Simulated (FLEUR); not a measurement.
# Collinear magnetic orders of CrO2 with FLEUR, part 2 of 4

A self-consistent run ends on one state, which hangs on the start. Several orders of CrO2 are started in FLEUR and their energies compared.

FLEUR MaX-R8.1; PBE with U = 3.5 eV on Cr d; all-electron FLAPW, Dirac cores, scalar-relativistic bands.

So far, largest spin moment in the muffin-tin sphere (μB): step 2 (run 1 (ferro ++)) 2.26.

## Step 3: Order 2, typed as antiferro q=(0,1/2,1/2) +-+-

An opposed order shows whether neighbours prefer unlike signs.

The cell is doubled to 12 atoms to hold this order. The mesh is halved along the doubled vector, so that both cells sample the same points. The k list default-1 (kpts.xml, not shown) is a Γ-centred 8×4×8 mesh.

Contents of inp.xml:

```
<?xml version="1.0" encoding="UTF-8" standalone="no"?>
<fleurInput fleurInputVersion="0.39">
   <comment>
      CrO2
   </comment>
   <calculationSetup>
      <cutoffs Kmax="4.4" Gmax="13.2" GmaxXC="13.2" numbands="0"/>
      <scfLoop itmax="120" minDistance="0.0001" maxIterBroyd="15" imix="Anderson" alpha="0.05" precondParam="0.0" spinf="2.0" sdNocoIR="T"/>
      <coreElectrons ctail="T" frcor="F" kcrel="0" coretail_lmax="0"/>
      <xcFunctional name="pbe" relativisticCorrections="F"/>
      <magnetism jspins="2"/>
      <soc l_soc="F" theta="0.0" phi="0.0" spav="F"/>
      <expertModes spex="0" secvar="F"/>
      <geometryOptimization l_f="F" forcealpha="1.0" forcemix="BFGS" epsdisp="0.00001" epsforce="0.00001"/>
      <ldaU l_linMix="F" mixParam="0.05" spinf="1.0"/>
   </calculationSetup>
   <cell>
      <bzIntegration valenceElectrons="104.0" mode="hist" fermiSmearingEnergy="0.00183747">
         <kPointListSelection listName="default-1"/>
         <xi:include xmlns:xi="http://www.w3.org/2001/XInclude" href="kpts.xml"> </xi:include>
      </bzIntegration>
      <xi:include xmlns:xi="http://www.w3.org/2001/XInclude" href="sym.xml"> </xi:include>
      <bulkLattice scale="1.0">
         <bravaisMatrix>
            <row-1>    8.3544791968565999     0.0000000000000000     0.0000000000000000</row-1>
            <row-2>    0.0000000000000000    16.7089583937131998     0.0000000000000000</row-2>
            <row-3>    0.0000000000000000     8.3544791968565999     5.5123311054581992</row-3>
         </bravaisMatrix>
      </bulkLattice>
   </cell>
   <atomSpecies>
      <species name="Chromium (3.000" element="Cr" atomicNumber="24">
         <mtSphere radius="2.22" gridPoints="735" logIncrement="0.016"/>
         <atomicCutoffs lmax="8" lnonsphr="6"/>
         <electronConfig flipSpins="F">
            <coreConfig>(1s1/2) (2s1/2) (2p1/2) (2p3/2)</coreConfig>
            <valenceConfig>(3s1/2) (3p1/2) (3p3/2) (4s1/2) (3d3/2) (3d5/2)</valenceConfig>
            <stateOccupation state="(4s1/2)" spinUp="0.5" spinDown="0.5"/>
            <stateOccupation state="(3d3/2)" spinUp="1.0" spinDown="1.0"/>
            <stateOccupation state="(3d5/2)" spinUp="3.0" spinDown="0.0"/>
         </electronConfig>
         <energyParameters s="4" p="4" d="3" f="4"/>
         <ldaU l="2" U="3.5" J="0.0" l_amf="F"/>
         <lo type="SCLO" l="0" n="3" eDeriv="0"/>
         <lo type="SCLO" l="1" n="3" eDeriv="0"/>
      </species>
      <species name="Chromium (-3.000" element="Cr" atomicNumber="24">
         <mtSphere radius="2.22" gridPoints="735" logIncrement="0.016"/>
         <atomicCutoffs lmax="8" lnonsphr="6"/>
         <electronConfig flipSpins="F">
            <coreConfig>(1s1/2) (2s1/2) (2p1/2) (2p3/2)</coreConfig>
            <valenceConfig>(3s1/2) (3p1/2) (3p3/2) (4s1/2) (3d3/2) (3d5/2)</valenceConfig>
            <stateOccupation state="(4s1/2)" spinUp="0.5" spinDown="0.5"/>
            <stateOccupation state="(3d3/2)" spinUp="1.0" spinDown="1.0"/>
            <stateOccupation state="(3d5/2)" spinUp="0.0" spinDown="3.0"/>
         </electronConfig>
         <energyParameters s="4" p="4" d="3" f="4"/>
         <ldaU l="2" U="3.5" J="0.0" l_amf="F"/>
         <lo type="SCLO" l="0" n="3" eDeriv="0"/>
         <lo type="SCLO" l="1" n="3" eDeriv="0"/>
      </species>
      <species name="Oxygen (O)" element="O" atomicNumber="8">
         <mtSphere radius="1.25" gridPoints="415" logIncrement="0.025"/>
         <atomicCutoffs lmax="6" lnonsphr="4"/>
         <electronConfig flipSpins="F">
            <coreConfig>(1s1/2)</coreConfig>
            <valenceConfig>(2s1/2) (2p1/2) (2p3/2)</valenceConfig>
            <stateOccupation state="(2p1/2)" spinUp="0.666667" spinDown="0.666667"/>
            <stateOccupation state="(2p3/2)" spinUp="1.333333" spinDown="1.333333"/>
         </electronConfig>
         <energyParameters s="2" p="2" d="3" f="4"/>
      </species>
   </atomSpecies>
   <atomGroups>
      <atomGroup species="Chromium (3.000">
         <relPos label="                   1">.0000000000 .0000000000 .0000000000</relPos>
         <relPos label="                   3">1.000/2.000 .0000000000 1.000/2.000</relPos>
         <force calculate="T" relaxXYZ="TTT"/>
      </atomGroup>
      <atomGroup species="Chromium (-3.000">
         <relPos label="                   2">.0000000000 1.000/2.000 .0000000000</relPos>
         <relPos label="                   4">1.000/2.000 1.000/2.000 1.000/2.000</relPos>
         <force calculate="T" relaxXYZ="TTT"/>
      </atomGroup>
      <atomGroup species="Oxygen (O)">
         <relPos label="                   5">.3010000000 .1505000000 .0000000000</relPos>
         <relPos label="                   7">.1990000000 .1505000000 1.000/2.000</relPos>
         <relPos label="                  10">-.3010000000 -.1505000000 .0000000000</relPos>
         <relPos label="                  11">-.1990000000 -.1505000000 1.000/2.000</relPos>
         <force calculate="T" relaxXYZ="TTT"/>
      </atomGroup>
      <atomGroup species="Oxygen (O)">
         <relPos label="                   6">.3010000000 -.3495000000 .0000000000</relPos>
         <relPos label="                   8">.1990000000 -.3495000000 1.000/2.000</relPos>
         <relPos label="                   9">-.3010000000 .3495000000 .0000000000</relPos>
         <relPos label="                  12">-.1990000000 .3495000000 1.000/2.000</relPos>
         <force calculate="T" relaxXYZ="TTT"/>
      </atomGroup>
   </atomGroups>
   <output dos="F" band="F" slice="F">
      <bandDOS minEnergy="-.5*Htr" maxEnergy="0.5*Htr" sigma="0.015" storeEVData="T"/>
      <plotting iplot="0" polar="F">
         <plot TwoD="T" vec1="  1.0  0.0  0.0" vec2="  0.0  1.0  0.0" vec3="  0.0  0.0  1.0" zero="  0.0  0.0  0.0" file="plot"/>
      </plotting>
      <moessbauerParams electricFieldGradient="F" isomerShift="F" coreHyperfine="F" valenceHyperfine="F"/>
   </output>
</fleurInput>
```

Contents of crystal.txt:

```
CrO2
&input film=F cartesian=F /
4.42100000000  0.00000000000  0.00000000000
0.00000000000  8.84200000000  0.00000000000
0.00000000000  4.42100000000  2.91700000000
1.8897261246
1.0 1.0 1.0

12
24 0.00000000000  0.00000000000  0.00000000000 : 3.000
24 0.00000000000  0.50000000000  0.00000000000 : -3.000
24 0.50000000000  0.00000000000  0.50000000000 : 3.000
24 0.50000000000  0.50000000000  0.50000000000 : -3.000
8 0.30100000000  0.15050000000  0.00000000000
8 0.30100000000  0.65050000000  0.00000000000
8 0.19900000000  0.15050000000  0.50000000000
8 0.19900000000  0.65050000000  0.50000000000
8 0.69900000000  0.34950000000  0.00000000000
8 0.69900000000  0.84950000000  0.00000000000
8 0.80100000000  0.84950000000  0.50000000000
8 0.80100000000  0.34950000000  0.50000000000

&kpt div1=8 div2=4 div3=8 gamma=T /
```

Launch:

```console
$ OMP_NUM_THREADS=1 inpgen -f crystal.txt > inpgen.log  # inp.xml is then edited as shown
$ OMP_NUM_THREADS=1 mpirun -n 8 fleur_MPI > fleur.log
```

Log:

```text
[banner, memory and clock lines left out]
Welcome to FLEUR        (www.flapw.de)
      MaX-Release 8.1          (www.max-centre.eu)

 ========== k-point set info ==========
 Selected k-point list: default-1
 k-point list type: mesh
 0 x 0 x 0
 Number of k points: 96

 ------------Calculation Setup---------------------------
 Number of PE/node        :            8
 Number of OMP-threads    :            1
 k-points in parallel     :            8
 pe's per k-point         :            1
 No of k-point loops      :           12
 Eigenvalue solver        :       lapack
 Number of basis functions:         1198
 Approximate size of matrices (H+S) per k-point:         0.021 GB
 no density matrix found ... skipping LDA+U
 Reset of history
 Iteration:     1   Distance:      52.41105492 me/bohr^3
 Iteration:     2   Distance:      47.45930605 me/bohr^3
 Iteration:     3   Distance:      40.50911996 me/bohr^3
 Iteration:     4   Distance:      18.56171090 me/bohr^3
 Iteration:     5   Distance:      24.48540202 me/bohr^3
 Iteration:     6   Distance:       6.85693738 me/bohr^3
 Iteration:     7   Distance:       3.90697123 me/bohr^3
 Iteration:     8   Distance:       2.99190813 me/bohr^3
 Iteration:     9   Distance:       3.11305492 me/bohr^3
 Iteration:    10   Distance:       0.64805168 me/bohr^3
[... 14 iterations left out ...]
 Iteration:    25   Distance:       0.01156137 me/bohr^3
 Iteration:    26   Distance:       0.00747372 me/bohr^3
 Iteration:    27   Distance:       0.00145543 me/bohr^3
 Iteration:    28   Distance:       0.00129681 me/bohr^3
 Iteration:    29   Distance:       0.00045845 me/bohr^3
 Iteration:    30   Distance:       0.00034020 me/bohr^3
 Iteration:    31   Distance:       0.00032024 me/bohr^3
 Iteration:    32   Distance:       0.00024171 me/bohr^3
 Iteration:    33   Distance:       0.00014609 me/bohr^3
 Iteration:    34   Distance:       0.00007774 me/bohr^3

 ********************************************************************
 Run finished successfully
 Stop message:
   all done
 ********************************************************************

--- out.xml (last complete iteration) ---
<iteration numberForCurrentRun="   34" overallNumber="   34">
         [... left out ...]
         <bandgap value="0.3294109685" units="eV"/>
         <sumValenceSingleParticleEnergies value="-50.1576342796" units="Htr"/>
         <FermiEnergy value="0.2597401179" units="Htr"/>
         <valenceDensity>
            <mtCharges spin="1">
               <mtCharge atomType="1" total="7.2329688" s="1.1359955" p="3.1907506" d="2.8238751" f="0.0607762"/>
               <mtCharge atomType="2" total="5.2085632" s="1.1274517" p="3.1785322" d="0.8181256" f="0.0611757"/>
               <mtCharge atomType="3" total="1.9363377" s="0.6128081" p="1.3210544" d="0.0021348" f="0.0002905"/>
               <mtCharge atomType="4" total="1.9758793" s="0.6141687" p="1.3597743" d="0.0016510" f="0.0002435"/>
            </mtCharges>
            <mtCharges spin="2">
               <mtCharge atomType="1" total="5.2085643" s="1.1274517" p="3.1785322" d="0.8181267" f="0.0611757"/>
               <mtCharge atomType="2" total="7.2329671" s="1.1359955" p="3.1907506" d="2.8238735" f="0.0607762"/>
               <mtCharge atomType="3" total="1.9758792" s="0.6141687" p="1.3597742" d="0.0016510" f="0.0002435"/>
               <mtCharge atomType="4" total="1.9363379" s="0.6128081" p="1.3210546" d="0.0021348" f="0.0002905"/>
            </mtCharges>
            <spinDependentCharge spin="1" total="52.0000000" interstitial="11.4680683" mtSpheres="40.5319317"/>
            <spinDependentCharge spin="2" total="52.0000000" interstitial="11.4680688" mtSpheres="40.5319312"/>
            <totalCharge value="104.0000000000"/>
         </valenceDensity>
         [... left out ...]
         <magneticMomentsInMTSpheres units="muBohr">
            <globalMagMoment atomType="1" vec="0.00000   0.00000   2.02440"/>
            <localMagMoment atomType="1" vec="0.00000   0.00000   2.02440"/>
            <globalMagMoment atomType="2" vec="0.00000   0.00000  -2.02440"/>
            <localMagMoment atomType="2" vec="0.00000   0.00000  -2.02440"/>
            <globalMagMoment atomType="3" vec="0.00000   0.00000  -0.03954"/>
            <localMagMoment atomType="3" vec="0.00000   0.00000  -0.03954"/>
            <globalMagMoment atomType="4" vec="0.00000   0.00000   0.03954"/>
            <localMagMoment atomType="4" vec="0.00000   0.00000   0.03954"/>
         </magneticMomentsInMTSpheres>
         [... left out ...]
         <totalEnergy value="    -4805.1882301060" units="Htr">
            <sumOfEigenvalues value="    -2751.2817384570">
               <coreElectrons value="-2701.1241041775"/>
               <valenceElectrons value="-50.1576342796"/>
            </sumOfEigenvalues>
            <densityCoulombPotentialIntegral value="-7262.2053328721"/>
            <densityEffectivePotentialIntegral value="-7602.9937242465"/>
            <chargeDenXCDenIntegral value="-263.3251233715"/>
            <FockExchangeEnergyValence value="0.0000000000"/>
            <FockExchangeEnergyCore value="0.0000000000"/>
         [... left out ...]
            <dftUCorrection value="-0.5624905245"/>
            <tkbTimesEntropy value="0.0000252470"/>
            <freeEnergy value="-4805.1882553530"/>
            <extrapolationTo0K value="-4805.1882427295"/>
         </totalEnergy>
         [... left out ...]
         <ldaUDensityMatrixConvergence>
            <distance spin="1" distance="0.000010"/>
            <distance spin="2" distance="0.000009"/>
         </ldaUDensityMatrixConvergence>
         <densityConvergence units="me/bohr^3">
            <chargeDensity spin="1" distance="0.0000498352"/>
            <chargeDensity spin="2" distance="0.0000473343"/>
            <overallChargeDensity distance="0.0000777367"/>
            <spinDensity distance="0.0000583540"/>
         </densityConvergence>
      </iteration>
```

It took 11 min on 8 MPI ranks of Arm Neoverse V2, shared host; peak memory 1.3 GiB.

Spin moment in the muffin-tin sphere by atom:

```csv
atom,spin moment in the muffin-tin sphere (μB)
Cr1,2.02
Cr2,-2.02
Cr3,2.02
Cr4,-2.02
O5,-0.04
O6,0.04
O7,-0.04
O8,0.04
O9,0.04
O10,-0.04
O11,-0.04
O12,0.04
```

This step gave:

```yaml
free_energy: -130755.8336 eV
program_s_band_gap_on_this_mesh_in_a_metal_only_a_level_spacing: 0.3294 eV
magnetization: 0 μB
final_state: antiferromagnetic
```

It lies 118 meV a seeded atom over the first start, and its largest moment is 2.02 μB against 2.26 μB.

## Step 4: Order 3, typed as antiferro q=(1/2,1/2,1/2) +-+-

Reversing part of the moments tests the sign of the couplings between them.

This order needs a doubled cell of 12 atoms. The mesh is halved along the doubled vector, so that both cells sample the same points. The k list default-1 (kpts.xml, not shown) is a Γ-centred 4×8×8 mesh.

inp.xml, as its differences from that of step 3:

```diff
@@ -24,5 +24,5 @@
          <bravaisMatrix>
-            <row-1>    8.3544791968565999     0.0000000000000000     0.0000000000000000</row-1>
-            <row-2>    0.0000000000000000    16.7089583937131998     0.0000000000000000</row-2>
-            <row-3>    0.0000000000000000     8.3544791968565999     5.5123311054581992</row-3>
+            <row-1>   16.7089583937131998     0.0000000000000000     0.0000000000000000</row-1>
+            <row-2>    8.3544791968565999     8.3544791968565999     0.0000000000000000</row-2>
+            <row-3>    8.3544791968565999     0.0000000000000000     5.5123311054581992</row-3>
          </bravaisMatrix>
@@ -76,3 +76,3 @@
          <relPos label="                   1">.0000000000 .0000000000 .0000000000</relPos>
-         <relPos label="                   3">1.000/2.000 .0000000000 1.000/2.000</relPos>
+         <relPos label="                   3">-1.000/4.000 1.000/2.000 1.000/2.000</relPos>
          <force calculate="T" relaxXYZ="TTT"/>
@@ -80,4 +80,4 @@
       <atomGroup species="Chromium (-3.000">
-         <relPos label="                   2">.0000000000 1.000/2.000 .0000000000</relPos>
-         <relPos label="                   4">1.000/2.000 1.000/2.000 1.000/2.000</relPos>
+         <relPos label="                   2">1.000/2.000 .0000000000 .0000000000</relPos>
+         <relPos label="                   4">1.000/4.000 1.000/2.000 1.000/2.000</relPos>
          <force calculate="T" relaxXYZ="TTT"/>
@@ -85,6 +85,6 @@
       <atomGroup species="Oxygen (O)">
-         <relPos label="                   5">.3010000000 .1505000000 .0000000000</relPos>
-         <relPos label="                   7">.1990000000 .1505000000 1.000/2.000</relPos>
-         <relPos label="                  10">-.3010000000 -.1505000000 .0000000000</relPos>
-         <relPos label="                  11">-.1990000000 -.1505000000 1.000/2.000</relPos>
+         <relPos label="                   5">.0000000000 .3010000000 .0000000000</relPos>
+         <relPos label="                   7">.4490000000 -.1990000000 1.000/2.000</relPos>
+         <relPos label="                   9">.0000000000 -.3010000000 .0000000000</relPos>
+         <relPos label="                  11">.0510000000 .1990000000 1.000/2.000</relPos>
          <force calculate="T" relaxXYZ="TTT"/>
@@ -92,6 +92,6 @@
       <atomGroup species="Oxygen (O)">
-         <relPos label="                   6">.3010000000 -.3495000000 .0000000000</relPos>
-         <relPos label="                   8">.1990000000 -.3495000000 1.000/2.000</relPos>
-         <relPos label="                   9">-.3010000000 .3495000000 .0000000000</relPos>
-         <relPos label="                  12">-.1990000000 .3495000000 1.000/2.000</relPos>
+         <relPos label="                   6">1.000/2.000 .3010000000 .0000000000</relPos>
+         <relPos label="                   8">-.0510000000 -.1990000000 1.000/2.000</relPos>
+         <relPos label="                  10">1.000/2.000 -.3010000000 .0000000000</relPos>
+         <relPos label="                  12">-.4490000000 .1990000000 1.000/2.000</relPos>
          <force calculate="T" relaxXYZ="TTT"/>
```

Contents of crystal.txt:

```
CrO2
&input film=F cartesian=F /
8.84200000000  0.00000000000  0.00000000000
4.42100000000  4.42100000000  0.00000000000
4.42100000000  0.00000000000  2.91700000000
1.8897261246
1.0 1.0 1.0

12
24 0.00000000000  0.00000000000  0.00000000000 : 3.000
24 0.50000000000  0.00000000000  0.00000000000 : -3.000
24 0.75000000000  0.50000000000  0.50000000000 : 3.000
24 0.25000000000  0.50000000000  0.50000000000 : -3.000
8 0.00000000000  0.30100000000  0.00000000000
8 0.50000000000  0.30100000000  0.00000000000
8 0.44900000000  0.80100000000  0.50000000000
8 0.94900000000  0.80100000000  0.50000000000
8 0.00000000000  0.69900000000  0.00000000000
8 0.50000000000  0.69900000000  0.00000000000
8 0.05100000000  0.19900000000  0.50000000000
8 0.55100000000  0.19900000000  0.50000000000

&kpt div1=4 div2=8 div3=8 gamma=T /
```

Log:

```text
[banner, memory and clock lines left out]
Welcome to FLEUR        (www.flapw.de)
      MaX-Release 8.1          (www.max-centre.eu)

 ========== k-point set info ==========
 Selected k-point list: default-1
 k-point list type: mesh
 0 x 0 x 0
 Number of k points: 64

 [... set-up left out ...]
 no density matrix found ... skipping LDA+U
 Reset of history
 Iteration:     1   Distance:      52.37413328 me/bohr^3
 Iteration:     2   Distance:      47.46095741 me/bohr^3
 Iteration:     3   Distance:      40.50419304 me/bohr^3
 Iteration:     4   Distance:      18.65964460 me/bohr^3
[...]
[... left out ...]
            <freeEnergy value="-4805.1886291827"/>
            <extrapolationTo0K value="-4805.1886177174"/>
         </totalEnergy>
         [... left out ...]
         <ldaUDensityMatrixConvergence>
            <distance spin="1" distance="0.000047"/>
            <distance spin="2" distance="0.000047"/>
         </ldaUDensityMatrixConvergence>
         <densityConvergence units="me/bohr^3">
            <chargeDensity spin="1" distance="0.0004054098"/>
            <chargeDensity spin="2" distance="0.0004054047"/>
            <overallChargeDensity distance="0.0007628654"/>
            <spinDensity distance="0.0002746934"/>
         </densityConvergence>
      </iteration>
```

Run time: 11 min. Hardware: 8 MPI ranks; peak memory 1.4 GiB.

The run was cut off at its time limit.

After 23 cycles the density distance stands at 7.6e-4 me/bohr³, still falling.

(Part 2 of 4 ends here.)

[Logs and program files are shortened in this print: banners, set-up blocks, solver, clock and traceback lines can be left out without a mark of their own.]

[Logs are printed without paths, hosts, clocks, repeated set-up lines and the standing remarks that a program may print on its own settings, such as how far it seeks lower states.]

[Hosts, paths, dates, database ids (printed as entryN), source tags and the programs' standing remarks are cut or masked in the printed files.]

[Where a cell is said to come from a database of computed structures, the database is the Materials Project.]
